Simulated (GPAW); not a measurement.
# Core-hole calculation of the Ag L₃ edge in ZnAg (Pm-3m), part 2 of 2

Aim: the near-edge shape at the Ag L₃ edge of ZnAg (Pm-3m), and what the core hole does to it.

GPAW 26.7.0; X-ray absorption from dipole matrix elements to empty bands, plane-wave PAW LDA.

So far. Step 2 (The field without a hole): The mesh shows no gap, so the system is treated as a metal and the core electron is put at the Fermi level (neutral cell). Step 3 (Spectrum without a core hole, Ag atom 1): Main maxima below 30 eV (height): 2.0 eV (1.27), 10.4 eV (0.89), 13.0 eV (0.89) and 19.6 eV (1.24). At an L edge the dipole rule selects empty d and s states; the absorber's d shell is nominally full, so the onset shows only d character mixed into the empty bands.

## 5. Spectrum with XCH, Ag atom 1

The holes are 5.5 Å apart. In GPAW the data set carries the hole's charge, so charge=0 means a charged cell and charge=-1 a neutral one. The excited electron is kept in the cell, where it fills the lowest empty states and screens the hole. After the field has converged, empty bands are computed with the density fixed and the dipole matrix elements are summed.

Input file xas.py:

```python
import numpy as np
from ase import Atoms
from ase.parallel import parprint, paropen
from gpaw import GPAW, PW, FermiDirac, Mixer, MixerDif, setup_paths
from gpaw.test import gen
setup_paths.insert(0, '.')
gen('Ag', name='fch2p', xcname='LDA', corehole=(2, 1, 1), write_xml=True)
from gpaw.mpi import world
world.barrier()

atoms = Atoms('Ag4Zn4',
    cell=[[3.156, 3.156, 3.156],
     [-3.156, 3.156, -3.156],
     [-3.156, -3.156, 3.156]],
    scaled_positions=[[0, 0, 0],
     [0, 0.5, 0.5],
     [0.5, 0, 0.5],
     [0.5, 0.5, 0],
     [0.5, 0, 0],
     [0.5, 0.5, 0.5],
     [0, 0, 0.5],
     [0, 0.5, 0]],
    pbc=True)
atoms.calc = calc = GPAW(legacy_gpaw=True, mode=PW(430, force_complex_dtype=True), xc='LDA', setups={0: 'fch2p'},
    kpts={'size': (6, 6, 6), 'gamma': True}, occupations=FermiDirac(0.1),
    charge=-1, mixer=Mixer(0.1, 5, 50), maxiter=150,
    convergence={'density': 0.0001, 'eigenstates': 1e-6}, txt='scf.txt')
energy = atoms.get_potential_energy() + calc.get_reference_energy()
ef = calc.get_fermi_level()
out = dict(energy=energy, fermi=ef, forces=atoms.get_forces().tolist())
parprint(f'all-electron energy {energy:.4f} eV, Fermi level {ef:.4f} eV')
ev = np.array([[calc.get_eigenvalues(k, s) for k in range(len(calc.get_ibz_k_points()))] for s in range(calc.get_number_of_spins())])
out['homo'], out['lumo'], out['counts'] = ev[ev < ef].max(), ev[ev > ef].min(), sorted(set((ev < ef).sum((0, 2)).tolist()))
out['filled'] = (ev[:, 0] < ef).sum(1).tolist()

from ase.units import Ha
from gpaw.xas import dipole_matrix_elements
nb = int(calc.get_number_of_electrons() / 2) + 78
top, nb = nb, nb + 8 + nb // 12
nscf = calc.fixed_density(kpts={'size': (6, 6, 6), 'gamma': True}, nbands=nb,
    convergence={'bands': top, 'eigenstates': 5e-3}, maxiter=60, txt='nscf.txt')
cell = atoms.cell.array
ops = [cell.T @ U.T @ np.linalg.inv(cell.T) for U in nscf.wfs.kd.symmetry.op_scc]
E = np.arange(-6, 34, 0.1)
fwhm = np.interp(E, [4, 25], [2.4, 3.5])
Y, X, zero, highest = 0, 0, 1e9, 1e9
for spin in range(nscf.get_number_of_spins()):
    wfs = nscf.wfs
    mine = wfs.bd.get_slice()  # this rank's bands
    A = dipole_matrix_elements(wfs.setups[0])
    eps = np.zeros((wfs.kd.nibzkpts, nb))
    d = np.zeros((3, A.shape[1], wfs.kd.nibzkpts, nb), complex)
    for kpt in wfs.kpt_u:
        if kpt.s == spin and 0 in kpt.P_ani:
            eps[kpt.k, mine] = kpt.eps_n * Ha
            d[:, :, kpt.k, mine] = (kpt.weight * wfs.nspins / 2) ** 0.5 * np.inner(A, kpt.P_ani[0])
    world.sum(eps)
    world.sum(d)
    T = np.einsum('amkn,bmkn->abkn', d, d.conj()).real
    T = sum(np.einsum('ai,ijkn,bj->abkn', R, T, R) for R in ops) / len(ops)
    empty = eps > ef
    zero, highest = min(zero, eps[empty].min()), min(highest, eps[:, top - 1].min())
    lines = [(eps, T, empty)] if spin == 0 else lines + [(eps, T, empty)]
for eps, T, empty in lines:
    f = np.einsum('aakn->akn', T).reshape(3, -1)
    x = eps.ravel() - zero
    w = np.interp(x, E, fwhm) / 2.35482
    g = np.exp(-0.5 * ((E[:, None] - x) / w) ** 2) / (w * (2 * np.pi) ** 0.5)
    Y = Y + (f * empty.ravel()) @ g.T
    X = X + (f * ~empty.ravel()) @ g.T
out.update(E=E.round(2).tolist(), xas=Y.tolist(), xes=X.tolist(), zero=zero, valid=highest - zero, nk=len(eps), nb=nb)
for i in range(0, len(E), 10):
    parprint(f'{E[i]:7.2f}', *(f'{v:10.3e}' for v in Y[:, i]))
import json
with paropen('out.json', 'w') as f:
    json.dump(out, f)
```

Launch:

```console
> OMP_NUM_THREADS=1 mpirun -n 4 gpaw python xas.py
```

Numbers of over 12 decimals in the logs are rounded to 6 here.

The program printed:

```text
Input parameters:
  charge: -1
  convergence: {density: 0.0001,
                eigenstates: 1e-06}
  kpts: {gamma: True,
         size: (6, 6, 6)}
  maxiter: 150
  mixer: {backend: pulay,
          beta: 0.1,
          method: separate,
          nmaxold: 5,
          weight: 50}
  mode: {ecut: 430.0,
         force_complex_dtype: True,
         name: pw}
  occupations: {fixmagmom: False,
                name: fermi-dirac,
                width: 0.1}
  setups: {0: fch2p}

Initialize ...

[... PAW data sets ...]

Reference energy: -769605.827839  # eV

Spin-paired calculation

[... convergence settings ...]
Symmetries present (total): 48
  [... symmetry matrices ...]

216 k-points: 6 x 6 x 6 Monkhorst-Pack grid + [1/12,1/12,1/12]
16 k-points in the irreducible part of the Brillouin zone
       k-points in crystal coordinates                weights
   0:     0.00000000    0.00000000    0.00000000          1/216
   1:     0.16666667    0.00000000    0.00000000         12/216
   2:     0.16666667    0.16666667   -0.16666667          6/216
   3:     0.33333333    0.00000000   -0.16666667         24/216
   4:     0.33333333    0.00000000    0.00000000         12/216
   5:     0.33333333    0.16666667   -0.16666667         24/216
   6:     0.33333333    0.33333333   -0.33333333          6/216
   7:     0.33333333    0.33333333    0.16666667         12/216
   8:     0.33333333    0.33333333    0.33333333          8/216
   9:     0.50000000    0.16666667    0.16666667          8/216
          ...
  15:     0.50000000    0.50000000    0.50000000          1/216

Wave functions: Plane wave expansion
  Cutoff energy: 430.000 eV
  Number of coefficients (min, max): 2491, 2578
  Pulay-stress correction: 0.000000 eV/Ang^3 (de/decut=0.000000)
  Using FFTW library
  Wavefunction extrapolation:
    Improved wavefunction reuse through dual PAW basis

Occupation numbers: Fermi-Dirac:
  width: 0.1000  # eV

Eigensolver
   Davidson(niter=2)

Densities:
  Coarse grid: 27*27*27 grid
  Fine grid: 54*54*54 grid
  Total Charge: 0.000000

Density mixing:
  Method: separate
  Backend: pulay
  Linear mixing parameter: 0.1
  old densities: 5
  Width of damping distribution: 1.1
  Damping of long wavelength oscillations: 50

[... Hamiltonian set-up ...]
Number of atoms: 8
Number of atomic orbitals: 84
Number of bands in calculation: 75
Number of valence electrons: 117
Bands to converge: occupied

... initialized

Initializing position-dependent things.

Density initialized from atomic densities
Creating initial wave functions:
  75 bands from LCAO basis set

               Ag

             Zn     Zn
           Zn    Ag
        Ag     Ag

             Zn

Atomic positions and initial magnetic moments

Positions:
   0 Ag     0.000000    0.000000    0.000000    ( 0.0000,  0.0000,  0.0000)
   1 Ag    -3.156000    0.000000    0.000000    ( 0.0000,  0.0000,  0.0000)
   2 Ag     0.000000    0.000000    3.156000    ( 0.0000,  0.0000,  0.0000)
   3 Ag     0.000000    3.156000    0.000000    ( 0.0000,  0.0000,  0.0000)
   4 Zn     1.578000    1.578000    1.578000    ( 0.0000,  0.0000,  0.0000)
   5 Zn    -1.578000    1.578000    1.578000    ( 0.0000,  0.0000,  0.0000)
   6 Zn    -1.578000   -1.578000    1.578000    ( 0.0000,  0.0000,  0.0000)
   7 Zn    -1.578000    1.578000   -1.578000    ( 0.0000,  0.0000,  0.0000)

Unit cell:
           periodic     x           y           z      points  spacing
  1. axis:    yes    3.156000    3.156000    3.156000    27     0.1653
  2. axis:    yes   -3.156000    3.156000   -3.156000    27     0.1653
  3. axis:    yes   -3.156000   -3.156000    3.156000    27     0.1653

  Lengths:   5.466352   5.466352   5.466352
  Angles:  109.471221 109.471221 109.471221

Effective grid spacing dv^(1/3) = 0.1855

iter:   1   -34.322711
iter:   2   -32.710746   -1.09  -1.37
iter:   3   -31.000864   -1.41  -1.44
iter:   4   -30.858468   -3.09  -1.83
iter:   5   -31.916942   -1.93  -1.78
iter:   6   -30.853138   -2.32  -1.92
iter:   7   -30.730478   -3.06  -2.45
iter:   8   -30.701783   -3.25  -2.68
iter:   9   -30.698117c  -3.78  -3.15
iter:  10   -30.697112c  -4.76  -3.41
iter:  11   -30.697166c  -5.89  -3.85
iter:  12   -30.697092c  -5.51  -3.90
iter:  13   -30.697109c  -6.22c -4.05c

Converged after 13 iterations.

Dipole moment: (0.000000, -0.000000, -0.000000) |e|*Ang

Energy contributions relative to reference atoms: (reference = -769605.827839)

Kinetic:         -8.668055
Potential:       +9.741667
External:        +0.000000
XC:             -32.457194
Entropy (-ST):   -0.062742
Local:           +0.717843
SIC:             +0.000000
--------------------------
Free energy:    -30.728481
Extrapolated:   -30.697109

Showing only first 2 kpts
 Kpt  Band  Eigenvalues  Occupancy
  0    56      6.14780    2.00000
  0    57      6.14780    2.00000
  0    58      6.14780    2.00000
  0    59      8.77870    0.00016

  1    56      5.91400    2.00000
  1    57      5.93319    2.00000
  1    58      6.48720    2.00000
[...]
Fermi level: 7.83651

No gap
No difference between direct/indirect transitions

Forces in eV/Ang:
  0 Ag    0.00000    0.00000   -0.00000
  1 Ag   -0.00000   -0.00000   -0.00000
  2 Ag    0.00000   -0.00000    0.00000
  3 Ag    0.00000    0.00000    0.00000
  4 Zn   -0.00000    0.00000    0.00000
  5 Zn   -0.00000    0.00000   -0.00000
  6 Zn   -0.00000   -0.00000    0.00000
  7 Zn    0.00000    0.00000    0.00000
Scalar-relativistic atomic LDA calculation for Ag (Silver, Z=47)
Core hole in 2p state (2p occupation: 5.0)
750 radial gridpoints.
|------------------------------------------------|
|------------------------------------------------|
[... the atom generator's iteration count ...]

Energy contributions:
-------------------------
Kinetic:    +5382.049573
XC:          -139.239123
Potential: -10426.692819
-------------------------
Total:      -5183.882370

state      eigenvalue         ekin         rmax
-----------------------------------------------
1s^2.0 :  -935.706073  1180.107589        0.020
2s^2.0 :  -140.979903   246.562069        0.114
2p^5.0 :  -127.535719   235.527054        0.091
3s^2.0 :   -26.643061    69.777410        0.329
3p^6.0 :   -22.103455    65.181279        0.321
3d^10.0:   -14.891474    59.869649        0.266
4s^2.0 :    -4.104533    18.097505        0.804
4p^6.0 :    -2.742751    15.187674        0.851
4d^10.0:    -0.772646     9.230113        0.978
5s^1.0 :    -0.484124     2.113827        2.260
5p^0.0 :    -0.277542     1.241982        2.830
-----------------------------------------------
(units: Bohr and Hartree)

Generating PAW setup
Kinetic energy of the core from tauc = 5328.867514320355
Cutoffs:
rc(s)=2.430
rc(p)=2.510
rc(d)=2.230
rc(vbar)=2.460
rc(comp)=2.370
rc(nct)=2.510

Kinetic energy of the core states: 5196.508577
Charge: 1.0
Core electrons: 29.0
Valence electrons: 17.0
Pseudo-core charge: 0.052912
Shape function alpha=1.780
Pseudo-electron charge 5.158530
state    eigenvalue         norm
--------------------------------
5s(1) :    -0.484124     1.105036
*s    :     0.515876
4p(6) :    -2.742751     0.077046
5p(0) :    -0.277542     1.013030
4d(10):    -0.772646     0.353831
*d    :     0.227354
--------------------------------

Diagonalizing with gridspacing h=0.050

state   all-electron     PAW
-------------------------------
5s:      -0.484124    -0.484379
4p:      -2.742751    -2.743231
4d:      -0.772646    -0.773501
*f:                   -0.020772
-------------------------------
all-electron energy -769636.5249 eV, Fermi level 7.8365 eV
[...]
31.00  3.481e-06  3.481e-06  3.481e-06
  32.00  3.199e-06  3.199e-06  3.199e-06
  33.00  2.989e-06  2.989e-06  2.989e-06
```

Elapsed: 39 s, on 4 MPI ranks of Intel Xeon Platinum 8488C (Sapphire Rapids), shared host; peak memory 0.32 GiB.

The Ag L₃ spectrum, Ag atom 1, excited-electron core hole (neutral cell) (energy from the lowest empty level; intensity scaled to a mean of 1 over the first 20 eV):

```tsv
E (eV)	intensity
-2.0	0.02
-1.0	0.10
0.0	0.35
1.0	0.72
2.0	0.96
3.0	0.98
4.0	1.02
5.0	1.10
6.0	1.07
7.0	0.96
8.0	0.87
9.0	0.83
10.0	0.89
11.0	0.97
12.0	0.97
13.0	0.95
14.0	0.93
15.0	0.92
16.0	0.97
17.0	1.14
18.0	1.35
19.0	1.44
20.0	1.43
21.0	1.40
22.0	1.37
23.0	1.32
24.0	1.27
25.0	1.24
26.0	1.20
27.0	1.17
28.0	1.20
29.0	1.25
30.0	1.27
31.0	1.20
32.0	1.10
```

Main maxima below 30 eV (height): 5.2 eV (1.11), 11.6 eV (0.98), 19.2 eV (1.45) and 29.6 eV (1.27). 

## 6. Spectrum with FCH, Ag atom 1

The holes are 5.5 Å apart. In GPAW the data set carries the hole's charge, so charge=0 means a charged cell and charge=-1 a neutral one. The excited electron is left out and a uniform background balances the charge. After the field has converged, empty bands are computed with the density fixed and the dipole matrix elements are summed.

Changed against the first core-hole run: core hole to FCH.

xas.py: that of step 5 with these lines changed.

```diff
@@ -25,3 +25,3 @@
     kpts={'size': (6, 6, 6), 'gamma': True}, occupations=FermiDirac(0.1),
-    charge=-1, mixer=Mixer(0.1, 5, 50), maxiter=150,
+    charge=0, mixer=Mixer(0.1, 5, 50), maxiter=150,
     convergence={'density': 0.0001, 'eigenstates': 1e-6}, txt='scf.txt')
```

The program printed:

```text
Input parameters:
  convergence: {density: 0.0001,
                eigenstates: 1e-06}
  kpts: {gamma: True,
         size: (6, 6, 6)}
  maxiter: 150
  mixer: {backend: pulay,
          beta: 0.1,
          method: separate,
          nmaxold: 5,
          weight: 50}
  mode: {ecut: 430.0,
         force_complex_dtype: True,
         name: pw}
  occupations: {fixmagmom: False,
                name: fermi-dirac,
[...]
*d    :     0.227354
--------------------------------

Diagonalizing with gridspacing h=0.050

state   all-electron     PAW
-------------------------------
5s:      -0.484124    -0.484379
4p:      -2.742751    -2.743231
4d:      -0.772646    -0.773501
*f:                   -0.020772
-------------------------------
all-electron energy -769644.1694 eV, Fermi level 7.4923 eV
[...]
32.00  3.281e-06  3.281e-06  3.281e-06
  33.00  3.041e-06  3.041e-06  3.041e-06
[key lines of the parts left out:]
Converged after 14 iterations.
Dipole moment: (0.000000, -0.000000, -0.000000) |e|*Ang
Free energy:    -38.384432
Fermi level: 7.49226
```

Wall time 39 s (4 MPI ranks); peak memory 0.32 GiB.

```tsv
E (eV)	first run	this run
-2.0	0.02	0.02
-1.0	0.10	0.12
0.0	0.35	0.35
1.0	0.72	0.68
2.0	0.96	0.95
3.0	0.98	1.00
4.0	1.02	1.00
5.0	1.10	1.09
6.0	1.07	1.11
7.0	0.96	1.01
8.0	0.87	0.91
9.0	0.83	0.85
10.0	0.89	0.87
11.0	0.97	0.96
12.0	0.97	0.99
13.0	0.95	0.97
14.0	0.93	0.95
15.0	0.92	0.93
16.0	0.97	0.95
17.0	1.14	1.09
18.0	1.35	1.31
19.0	1.44	1.45
20.0	1.43	1.46
21.0	1.40	1.43
22.0	1.37	1.41
23.0	1.32	1.36
24.0	1.27	1.30
25.0	1.24	1.26
26.0	1.20	1.23
27.0	1.17	1.20
28.0	1.20	1.20
29.0	1.25	1.26
30.0	1.27	1.29
31.0	1.20	1.25
32.0	1.10	1.15
```

Against the first run the r.m.s. difference is 2 %. The highest intensity below 24 eV goes from 19.2 eV (1.45) to 19.6 eV (1.47).

The photon energy of the zero moves by -0.01 eV.

## 7. Spectrum with XCH, Ag atom 1

Another set-up is tried: limit of SCF steps to 4.

xas.py: that of step 6 with these lines changed.

```diff
@@ -25,3 +25,3 @@
     kpts={'size': (6, 6, 6), 'gamma': True}, occupations=FermiDirac(0.1),
-    charge=0, mixer=Mixer(0.1, 5, 50), maxiter=150,
+    charge=-1, mixer=Mixer(0.1, 5, 50), maxiter=4,
     convergence={'density': 0.0001, 'eigenstates': 1e-6}, txt='scf.txt')
@@ -39,3 +39,3 @@
 top, nb = nb, nb + 8 + nb // 12
-nscf = calc.fixed_density(kpts={'size': (6, 6, 6), 'gamma': True}, nbands=nb,
+nscf = calc.fixed_density(kpts={'size': (4, 4, 4), 'gamma': True}, nbands=nb,
     convergence={'bands': top, 'eigenstates': 5e-3}, maxiter=60, txt='nscf.txt')
```

The program printed:

```text
Input parameters:
  charge: -1
  convergence: {density: 0.0001,
                eigenstates: 1e-06}
  kpts: {gamma: True,
         size: (6, 6, 6)}
  maxiter: 4
  mixer: {backend: pulay,
          beta: 0.1,
          method: separate,
          nmaxold: 5,
          weight: 50}
  mode: {ecut: 430.0,
         force_complex_dtype: True,
         name: pw}
  occupations: {fixmagmom: False,
                name: fermi-dirac,
                width: 0.1}
  setups: {0: fch2p}

Initialize ...

[... PAW data sets ...]

Reference energy: -769605.827839  # eV

Spin-paired calculation

[...]
Effective grid spacing dv^(1/3) = 0.1855

iter:   1   -34.322711
iter:   2   -32.710746   -1.09  -1.37
iter:   3   -31.000864   -1.41  -1.44
iter:   4   -30.858468   -3.09  -1.83

Did not converge!

Here are some tips:

1) Make sure the geometry and spin-state is physically sound.
2) Use less aggressive density mixing.
3) Solve the eigenvalue problem more accurately at each scf-step.
4) Use a smoother distribution function for the occupation numbers.
5) Try adding more empty states.
6) Use enough k-points.
7) Don't let your structure optimization algorithm take too large steps.
8) Solve the Poisson equation more accurately.
9) Better initial guess for the wave functions.

See details here:

Errorcode: 42
```

Elapsed: 21 s, on 4 MPI ranks; peak memory 0.23 GiB.

The step limit was set too low: the run stopped before it met its threshold, however near it may have come, and gives no result to build on.

## 8. With and without the hole

Both curves are counted from their own zero, so only the shift of weight within the empty states shows.

```tsv
E (eV)	no hole	XCH
-2.0	0.04	0.02
-1.0	0.21	0.10
0.0	0.63	0.35
1.0	1.09	0.72
2.0	1.27	0.96
3.0	1.20	0.98
4.0	1.15	1.02
5.0	1.15	1.10
6.0	1.13	1.07
7.0	1.06	0.96
8.0	0.93	0.87
9.0	0.86	0.83
10.0	0.88	0.89
11.0	0.87	0.97
12.0	0.86	0.97
13.0	0.89	0.95
14.0	0.84	0.93
15.0	0.75	0.92
16.0	0.79	0.97
17.0	0.95	1.14
18.0	1.12	1.35
19.0	1.22	1.44
20.0	1.23	1.43
21.0	1.21	1.40
22.0	1.18	1.37
23.0	1.15	1.32
24.0	1.10	1.27
25.0	1.07	1.24
26.0	1.04	1.20
27.0	1.02	1.17
28.0	1.03	1.20
29.0	1.06	1.25
30.0	1.08	1.27
31.0	1.06	1.20
32.0	0.98	1.10
```

With each curve scaled to its own mean, the area from −2 to 6 eV with the hole is 5.8 against 7.3, and the centre of weight from −1 to 20 eV moves by +1.1 eV (first and strongest maxima below 20 eV: 2.0 eV (1.27), 10.4 eV (0.89) and 19.6 eV (1.24) without the hole, 5.2 eV (1.11), 11.6 eV (0.98) and 19.2 eV (1.45) with it): the near-edge weight falls against the higher-lying part.

## 9. What came out

```yaml
absorber_and_edge: Ag L₃, atom 1 of the ground-state input (counted from 1)
surroundings: 8 Zn at 2.73 Å and 6 Ag at 3.16 Å (cube and octahedron, as in bcc, site symmetry m-3m)
highest_intensity_below_24_ev: 19.2 eV above the zero, height 1.45
```

**Reading.** The Ag L₃ edge of atom 1, with 8 Zn at 2.73 Å and 6 Ag at 3.16 Å (cube and octahedron, as in bcc, site symmetry m-3m), has its highest intensity of the first 24 eV at 19.2 eV above the zero, 1.4 times the mean level of the first 20 eV (Gaussian full width 2.4 eV up to 4 eV, rising linearly to 3.5 eV at 25 eV). With each curve scaled to its own mean, the area from −2 to 6 eV with the hole is 5.8 against 7.3, and the centre of weight from −1 to 20 eV moves by +1.1 eV (first and strongest maxima below 20 eV: 2.0 eV (1.27), 10.4 eV (0.89) and 19.6 eV (1.24) without the hole, 5.2 eV (1.11), 11.6 eV (0.98) and 19.2 eV (1.45) with it): the near-edge weight falls against the higher-lying part. Changing the core hole to FCH alters the shape by 2 % r.m.s., so the result is insensitive to this choice. Only the L₃ part is meant: spin–orbit coupling of the core level isn't computed and the L₂ copy isn't added. The script folds with a Gaussian, whereas the core hole's own line is a Lorentzian, so the onset is too steep and the first peak too high. The holes are only 5.5 Å apart, so the shape is probably not converged with cell size; no larger cell was run here. Lifetime broadening is put in by hand, and intensities beyond about 20 eV depend on it and on the partial waves. The structure is a published determination, not relaxed.

[Banner, clock and machine lines of the logs are left out without a mark of their own.]

[Logs are printed without paths, hosts, clocks, repeated set-up lines and the standing remarks that a program may print on its own settings, such as how far it seeks lower states.]

[Hosts, paths, dates, database ids (printed as entryN), source tags and the programs' standing remarks are cut or masked in the printed files.]

[Lists of maxima count a maximum above −3 eV only where it reaches 4 % of the highest in the window and stands out from its surroundings by 2 % of it (1.5 % where it reaches 55 %); shoulders and weaker maxima are passed over, and of the rest the first, up to two pre-edge ones and the few strongest are named.]
